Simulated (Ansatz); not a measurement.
# Mg (P6_3/mmc, 2 atoms in the cell): Grüneisen parameters, part 2 of 2

Does Mg (P6_3/mmc, 2 atoms in the cell) expand much on heating, by its phonons?

Ansatz 0.2.0; DFT PBEsol, scalar-relativistic, plane waves, PAW; PAW set soft_1.

So far, highest frequency on path, mesh or solved points (cm⁻¹): step 2 (response at finite wavevector) 256.

## 4. Phonons at the other volume, volume ratio 0.97

The phonons are repeated at this volume on the same meshes, so that differences come from the volume alone.

File input.yaml:

```yaml
crystal:
  lattice:
    - [3.1581873788, 0.0, 0.0]
    - [-1.5790936894, 2.7350704999, 0.0]
    - [0.0, 0.0, 5.050858931]
  atoms:
    - { symbol: Mg, position: [0.3333333333, 0.6666666667, 0.25] }
    - { symbol: Mg, position: [0.6666666667, 0.3333333333, 0.75] }
kpoints:
  mp_grid: { grid: [15, 15, 8] }
hamiltonian:
  xc: pbesol
  pseudopotentials: { kind: paw, azcp: { folder: soft_1 }, xc_functional: pbe }
scf:
  occupations: { method: methfessel_paxton, width: 0.2 }
output:
  eigenvalues: true
phonons:
  method: dfpt
  qmesh: [3, 3, 2]
  temperatures: { t_max: 1000, t_step: 50 }
  qpath:
    path:
      - [[0.0, 0.0, 0.0], [0.5, 0.0, 0.0], [0.33333333, 0.33333333, 0.0], [0.0, 0.0, 0.0], [0.0, 0.0, 0.5], [0.5, 0.0, 0.5], [0.33333333, 0.33333333, 0.5], [0.0, 0.0, 0.5]]
      - [[0.5, 0.0, 0.5], [0.5, 0.0, 0.0]]
      - [[0.33333333, 0.33333333, 0.5], [0.33333333, 0.33333333, 0.0]]
    npoints: 10
```

Launch:

```bash
$ ansatz run input.yaml --threads 4 --pin off --max-ram 10240MiB --backend cpu --events-out ev --progress --plain --runs-dir out
```

The log of the run:

```text
[...]
Crystal: 2 atoms, lattice volume = 43.629 Å³
Basis set: ecut = 420 eV, 845 PW (Γ), exchange–correlation on 48×48×72 points (8 copies of the dense FFT grid, shifted against one another)
Bands: 14, of which v1, the nominal top of the filled ones, is band 10 counted from 1 (9 counted from 0)
Symmetry: 24 space group operations
k-points: 135 of 1800
[...]
SCF iter   1: F=—  HF=-3824.131314 eV  |F-HF|=—  |Δ(HF+E_count)|=         —  Δρ=1.43e-2  dr2=1.15e-1  ethr=3.10e-3  ⟨swp⟩=5.0  Hψ=9431  notcnv=0
[...]
SCF iter   7: F=-3824.099977 eV  HF=-3824.099977 eV  |F-HF|=4.55e-12  |Δ(HF+E_count)|=   1.85e-9  S|Δr|=    0.00e0  Δρ=1.01e-7  dr2=1.91e-12  ethr=1.00e-12  ⟨swp⟩=4.5  Hψ=9549  notcnv=0
SCF 1 converged in 7 iterations: F = -3824.099977 eV  dr2 = 1.91e-12
[...]
NSCF: frozen V_eff on 135 k-points
[...]
SCF converged after 7 iterations
[...]
Free energy (F): -3824.099977 eV
[...]
Internal energy: -3824.098481 eV  (E = F + TS)
E sigma→0 (E₀):  -3824.099603 eV
Entropy (-TS):   -0.001496 eV (-0.748 meV/atom)
Fermi energy:    5.981953 eV
[...]
--- Band table (eV; the first three rows and the last of 135) ---
  k-point 0: bands = [... 6 lower, -36.5095, -36.5095, -1.1606, 4.3073, 4.8923, 17.0446, 17.0446, 17.2298]
  k-point 1: bands = [... 6 lower, -36.5097, -36.5097, -1.0679, 3.2507, 6.1065, 17.1157, 17.1157, 17.2885]
  k-point 2: bands = [... 6 lower, -36.5104, -36.5104, -0.7903, 2.1092, 7.7208, 15.5343, 17.3200, 17.3200]
  k-point 134: bands = [... 6 lower, -36.5170, -36.5170, 6.1407, 6.1407, 6.6149, 6.6149, 7.6167, 7.6167]
[...]
ASR residual: 8.813e-5 → 0.000e0 eV/Å²; symmetrization residual: 7.959e-12 eV/Å²
  ASR residual per site (eV/Å²): 8.81e-5 8.81e-5
  Γ frequencies (cm⁻¹): 0.00 0.00 0.00 135.69 135.69 269.67
--- Phonons (arbitrary-q DFPT): 6 irreducible q on the 3×3×2 mesh ---
[...]
interpolated dispersion: 93 rows × 6 modes
[...]
```

It took 73 s on 4 threads of Arm Neoverse V1, shared host; peak memory 1 GiB.

This step gave:

```
sum-rule residual before enforcement                    : 8.81e-5 eV/Å²
highest frequency on path, mesh or solved points        : 269.7 cm⁻¹
mean frequency                                          : 180.7 cm⁻¹
Debye temperature (second moment)                       : 348 K
logarithmic mean frequency                              : 172.7 cm⁻¹
highest optical mode at the zone centre (no LO-TO term) : 269.7 cm⁻¹
lowest optical zone-centre mode                         : 135.7 cm⁻¹
lowest mode on the q mesh (acoustic modes at Γ apart)   : 101.6 cm⁻¹
zero-point energy per atom                              : 33.6 meV
heat capacity at 300 K                                  : 23.34 J/(mol atoms K)
vibrational entropy at 300 K                            : 30.46 J/(mol atoms K)
```

Frequencies (cm⁻¹) solved at each irreducible wavevector; negative means imaginary. Frequencies by wavevector, by row:

```
q in reciprocal lattice units  star  mode 1  mode 2  mode 3  mode 4  mode 5  mode 6
                        0 0 0     1       0       0       0   135.7   135.7   269.7
                     0 0 -0.5     1   101.6   101.6   101.6   101.6   194.2   194.2
                   0 0.3333 0     6   108.7   121.1     183   203.3   227.4   239.8
                0 0.3333 -0.5     6   148.5   148.5   161.8   161.8     243     243
              0.3333 0.3333 0     2     186     186   196.5   204.6   204.6   239.6
           0.3333 0.3333 -0.5     2   143.3   143.3   219.4   219.4   247.8   247.8
```

The highest optical mode at the zone centre (no LO-TO term) is 269.7 cm⁻¹, +13.4 cm⁻¹ against the base run.

## 5. Relaxing at another volume, volume ratio 1.03

The volume is scaled by 1.03 and held, while shape and atoms relax as far as symmetry allows. The modes can then be followed against volume.

input.yaml, the sections that differ from step 4:

```yaml
crystal:
  lattice:
    - [3.2224267039, 0.0, 0.0]
    - [-1.6112133519, 2.7907033874, 0.0]
    - [0.0, 0.0, 5.1515796737]
  atoms:
    - { symbol: Mg, position: [0.3333333333, 0.6666666667, 0.25] }
    - { symbol: Mg, position: [0.6666666667, 0.3333333333, 0.75] }
output:
  forces: true
  stress: true
  eigenvalues: true
relax:
  adjacent_minimum: "off"
  f_tol: 0.001
  max_steps: 60
  cell: { stress_tol: 0.01, fix: [volume] }
# kpoints, hamiltonian, scf: as in step 4
# phonons: removed
```

The log of the run:

```text
[...]
Crystal: 2 atoms, lattice volume = 46.327 Å³
Basis set: ecut = 420 eV, 929 PW (Γ), exchange–correlation on 48×48×72 points (8 copies of the dense FFT grid, shifted against one another)
Bands: 14, of which v1, the nominal top of the filled ones, is band 10 counted from 1 (9 counted from 0)
Symmetry: 24 space group operations
[...]
k-points: 135 of 1800
[...]
k-point 134: bands = [... 6 lower, -37.1056, -37.1056, 5.6579, 5.6579, 6.1464, 6.1464, 6.9563, 6.9563]
--- Relaxed structure (2 steps of the walk, 2 accepted, 1 SCFs on fresh bases) ---
[...]
cell:  # Å, volume = 46.3273 Å³
    - [3.222776, -2.887056e-11, 0.0]
    - [-1.611388, 2.791006, 0.0]
    - [0.0, 0.0, 5.150464]
  atoms:
    - { symbol: Mg, position: [0.333333, 0.666667, 0.250000] }
    - { symbol: Mg, position: [0.666667, 0.333333, 0.750000] }
[key lines of the parts left out:]
SCF converged after 4 iterations
Free energy (F): -3824.100495 eV
Fermi energy:    5.483653 eV
P = ⅓ Tr σ = -1.0362 GPa (-10.362 kbar)
```

The job ended after 3.3 s (4 threads; peak memory 0.37 GiB; 12 s of CPU time).

Little changed from the start: no atom moved by 0.005 Å and no cell edge by 0.1 %.

Numbers from this step:

- pressure: -1.036 GPa
- volume per atom: 23.16 Å³

## 6. Phonons at the other volume, volume ratio 1.03

The phonons are repeated at this volume on the same meshes, so that differences come from the volume alone.

input.yaml, the sections that differ from step 5:

```yaml
crystal:
  lattice:
    - [3.2227756995, 0.0, 0.0]
    - [-1.6113878497, 2.7910056265, 0.0]
    - [0.0, 0.0, 5.1504640009]
  atoms:
    - { symbol: Mg, position: [0.3333333333, 0.6666666667, 0.25] }
    - { symbol: Mg, position: [0.6666666667, 0.3333333333, 0.75] }
output:
  eigenvalues: true
phonons:
  method: dfpt
  qmesh: [3, 3, 2]
  temperatures: { t_max: 1000, t_step: 50 }
  qpath:
    path:
      - [[0.0, 0.0, 0.0], [0.5, 0.0, 0.0], [0.33333333, 0.33333333, 0.0], [0.0, 0.0, 0.0], [0.0, 0.0, 0.5], [0.5, 0.0, 0.5], [0.33333333, 0.33333333, 0.5], [0.0, 0.0, 0.5]]
      - [[0.5, 0.0, 0.5], [0.5, 0.0, 0.0]]
      - [[0.33333333, 0.33333333, 0.5], [0.33333333, 0.33333333, 0.0]]
    npoints: 10
# kpoints, hamiltonian, scf: as in step 5
# relax: removed
```

The log of the run:

```text
[...]
Crystal: 2 atoms, lattice volume = 46.327 Å³
Basis set: ecut = 420 eV, 929 PW (Γ), exchange–correlation on 48×48×72 points (8 copies of the dense FFT grid, shifted against one another)
Bands: 14, of which v1, the nominal top of the filled ones, is band 10 counted from 1 (9 counted from 0)
Symmetry: 24 space group operations
k-points: 135 of 1800
[...]
k-point 134: bands = [... 6 lower, -37.1056, -37.1056, 5.6579, 5.6579, 6.1464, 6.1464, 6.9563, 6.9563]
[...]
ASR residual: 1.429e-4 → 0.000e0 eV/Å²; symmetrization residual: 1.705e-10 eV/Å²
  ASR residual per site (eV/Å²): 1.43e-4 1.43e-4
  Γ frequencies (cm⁻¹): 0.00 0.00 0.00 126.46 126.46 243.45
--- Phonons (arbitrary-q DFPT): 6 irreducible q on the 3×3×2 mesh ---
[...]
interpolated dispersion: 93 rows × 6 modes
[...]
[key lines of the parts left out:]
SCF converged after 7 iterations
Free energy (F): -3824.100495 eV
Fermi energy:    5.483652 eV
```

The job ended after 75 s (4 threads; peak memory 1 GiB).

This step gave:

```yaml
sum_rule_residual_before_enforcement: 1.43e-4 eV/Å²
highest_frequency_on_path_mesh_or_solved_points: 243.4 cm⁻¹
mean_frequency: 164.6 cm⁻¹
debye_temperature_second_moment: 317 K
logarithmic_mean_frequency: 157.6 cm⁻¹
highest_optical_mode_at_the_zone_centre_no_lo_to_term: 243.4 cm⁻¹
lowest_optical_zone_centre_mode: 126.5 cm⁻¹
lowest_mode_on_the_q_mesh_acoustic_modes_at_gamma_apart: 94.37 cm⁻¹
zero_point_energy_per_atom: 30.61 meV
heat_capacity_at_300_k: 23.61 J/(mol atoms K)
vibrational_entropy_at_300_k: 32.60 J/(mol atoms K)
```

The highest optical mode at the zone centre (no LO-TO term) is 243.4 cm⁻¹, -12.8 cm⁻¹ against the base run.

## 7. Grüneisen parameters

The Grüneisen parameter of a mode is minus the logarithmic change of its frequency with volume, −d ln ω / d ln V; weighted by heat capacity it gives the expansion.

Numbers from this step:

```
bulk modulus : 37.4 GPa
```

The phonon branches at the labelled points (cm⁻¹):

```
    point  branch 1  branch 2  branch 3  branch 4  branch 5  branch 6
        Γ         0         0         0       131       131       256
  halfway        88        92       158       162       193       240
        M       117       143       187       210       223       236
  halfway       145       153       193       201       214       232
        K       178       178       187       194       194       228
  halfway       104       115       150       189       198       234
        Γ         0         0         0       131       131       256
  halfway        55        55       102       123       123       238
        A        98        98        98        98       185       185
  halfway       129       129       146       146       212       212
        L       154       154       160       160       251       251
  halfway       141       141       187       187       245       245
        H       138       138       209       209       236       236
  halfway       133       133       158       158       219       219
        A        98        98        98        98       185       185
jump to L       154       154       160       160       251       251
  halfway       128       145       177       188       235       249
        M       117       143       187       210       223       236
jump to H       138       138       209       209       236       236
  halfway       151       151       194       222       222       223
        K       178       178       187       194       194       228
```

The same for volume x 0.97:

```
point  branch 1  branch 2  branch 3  branch 4  branch 5  branch 6
    Γ         0         0         0       136       136       270
    M       121       150       195       221       234       248
    K       186       186       196       205       205       240
    Γ         0         0         0       136       136       270
    A       102       102       102       102       194       194
    L       161       161       167       167       264       264
    H       143       143       219       219       248       248
    A       102       102       102       102       194       194
    L       161       161       167       167       264       264
    M       121       150       195       221       234       248
    H       143       143       219       219       248       248
    K       186       186       196       205       205       240
```

The same for volume x 1.03:

```
point  branch 1  branch 2  branch 3  branch 4  branch 5  branch 6
    Γ         0         0         0       126       126       243
    M       112       137       178       201       212       224
    K       169       169       178       185       185       218
    Γ         0         0         0       126       126       243
    A        94        94        94        94       176       176
    L       147       147       153       153       239       239
    H       133       133       199       199       225       225
    A        94        94        94        94       176       176
    L       147       147       153       153       239       239
    M       112       137       178       201       212       224
    H       133       133       199       199       225       225
    K       169       169       178       185       185       218
```

The first set of phonon branches as a text plot (rows in cm⁻¹):

```
    264 |
    253 |***               *****          **             **
    242 |   *             *     *        *  ******       * **
    230 |    ***********                *         *       ** ****
    219 |     *****     **       *     *           *        ****
    208 |    * *****  ****            *       ***   *       **
    197 |     *    *** *          *  *       *   *   *     *  ***
    185 |    * **** ****  *        **       *     *   *** ***   *
    174 |   ***     *** * *       *                      **     *
    163 |  *        * ** * *             ***       *     *
    152 |   *     **   **  **          *****             *    **
    140 |***    ***     *   **   *    ***   ******* *    *****
    129 |*  *  *         **  ****    **            ***    *
    118 |     ****       *       *                   **    **
    107 |  * **            *      ****                **
     96 |    *            *       **                   **
     84 |                 *     *
     73 | * *              **    *
     62 |  *               *
     51 |                   *
     39 |**                 ** **
     28 |                    * *
     17 |*
      6 |                     *
         Γ      M    K        Γ   A       L    H       A|L M|H  K
```

Mode Grueneisen parameter -dln(w)/dln(V), modes matched by rank; at Γ the acoustic branches take the value of a neighbouring point of the path. The mode Grüneisen parameters at the labelled points ():

```
    point  branch 1  branch 2  branch 3  branch 4  branch 5  branch 6
        Γ      1.28      1.28      1.70      1.17      1.17      1.71
  halfway      1.22      1.33      1.70      1.42      1.58      1.67
        M      1.24      1.51      1.52      1.60      1.70      1.71
  halfway      1.49      1.53      1.60      1.60      1.70      1.67
        K      1.57      1.57      1.63      1.70      1.70      1.57
  halfway      1.36      1.48      1.50      1.62      1.59      1.67
        Γ      1.26      1.30      1.68      1.17      1.17      1.71
  halfway      1.24      1.24      1.59      1.19      1.19      1.69
        A      1.22      1.22      1.22      1.22      1.64      1.64
  halfway      1.40      1.40      1.54      1.54      1.60      1.60
        L      1.47      1.47      1.42      1.42      1.66      1.66
  halfway      1.32      1.32      1.56      1.56      1.64      1.64
        H      1.27      1.27      1.64      1.64      1.60      1.60
  halfway      1.42      1.42      1.55      1.55      1.60      1.60
        A      1.22      1.22      1.22      1.22      1.64      1.64
jump to L      1.47      1.47      1.42      1.42      1.66      1.66
  halfway      1.35      1.40      1.51      1.55      1.69      1.67
        M      1.24      1.51      1.52      1.60      1.70      1.71
jump to H      1.27      1.27      1.64      1.64      1.60      1.60
  halfway      1.45      1.45      1.64      1.63      1.63      1.60
        K      1.57      1.57      1.63      1.70      1.70      1.57
```

The mode Grüneisen parameters as a text plot (rows in ):

```
   1.70 |**************    ******                         ***
   1.68 |   * *   * *  ** * ***  *                       **     *
   1.65 |    **       *  *        *      ****            *   **
   1.63 |          * *****        **    *    * **      **    * **
   1.61 |    * ****** **       ***  ****      ******  *     ***
   1.59 |          ** * *  *                 *    * **     *   **
   1.57 |         *  *  *                                       *
   1.54 |          ** *  **           *            **     *
   1.52 |   *  *****   * **            *    *        *    ***
   1.50 |       *                                        *  *  *
   1.48 |     *                      *  * **
   1.45 |    * *        *  *            **               * *
   1.43 |         *       *            * *               *
   1.41 |  *  *          *            *   **       ** *   *   *
   1.39 |    *             *        *                    *
   1.36 |   *              *
   1.34 |                   *               *     *  *    *
   1.32 | *               *          *       *   *           *
   1.30 |  **              ****     *         *       **   *
   1.28 |* *     *          *   *  *           **
   1.25 | *                  *** *                     *    *
   1.23 |  * ****                 **
   1.21 |** *                *   **                     *
   1.19 |*                     **
         Γ      M    K        Γ   A       L    H       A|L M|H  K
```

(dS/dlnV)/C_V. Table of thermodynamic Grueneisen parameter by temperature:

```
temperature (K)  thermodynamic Grueneisen parameter
             50                                1.45
            100                                1.50
            150                                1.51
            200                                1.51
            250                                1.52
            300                                1.52
            350                                1.52
            400                                1.52
            450                                1.52
            500                                1.52
            550                                1.52
            600                                1.52
            650                                1.52
            700                                1.52
            750                                1.52
            800                                1.52
            850                                1.52
            900                                1.52
            950                                1.52
           1000                                1.52
```

Gamma C_V/(B V) at the static volume. Table of volume expansion by temperature:

```
temperature (K)  volume expansion (1e-6/K)
             50                       15.7
            100                       45.3
            150                       59.0
            200                       65.3
            250                       68.5
            300                       70.4
            350                       71.6
            400                       72.4
            450                       72.9
            500                       73.3
            550                       73.5
            600                       73.8
            650                       74.0
            700                       74.1
            750                       74.2
            800                       74.3
            850                       74.4
            900                       74.4
            950                       74.5
           1000                       74.5
```

## 8. Summary of results

```yaml
bulk_modulus: 37.4 GPa
thermodynamic_grueneisen_parameter_at_300_k: 1.519
volume_expansion_at_300_k_estimated: 70.43 × 10⁻⁶ K⁻¹
```

By this estimate the volume grows by 70.4 × 10⁻⁶ per kelvin at 300 K. The highest optical mode at Γ goes from 270 to 243 cm⁻¹ as the cell grows, a Grüneisen parameter of 1.70. Mode parameters on the path run from 1.2 to 1.7, with a median of 1.6. Branches are matched by rank, so values near crossings are rough. The expansion is the Grüneisen estimate at the static volume, with the static bulk modulus. With no gap, or one that is small against the smearing, the frequencies hang on the k mesh and the smearing, most of all near Kohn anomalies. The PAW files were made for PBE and serve the other functionals too.

[Long decimals in the printed logs are rounded to 6 places.]

[Logs are printed without paths, hosts, clocks, repeated set-up lines and the standing remarks that a program may print on its own settings, such as how far it seeks lower states.]

[Hosts, paths, dates, database ids (printed as entryN), source tags and the programs' standing remarks are cut or masked in the printed files.]

[Where the starting crystal was built by hand or by swapping elements, it need not be the compound's stable phase.]
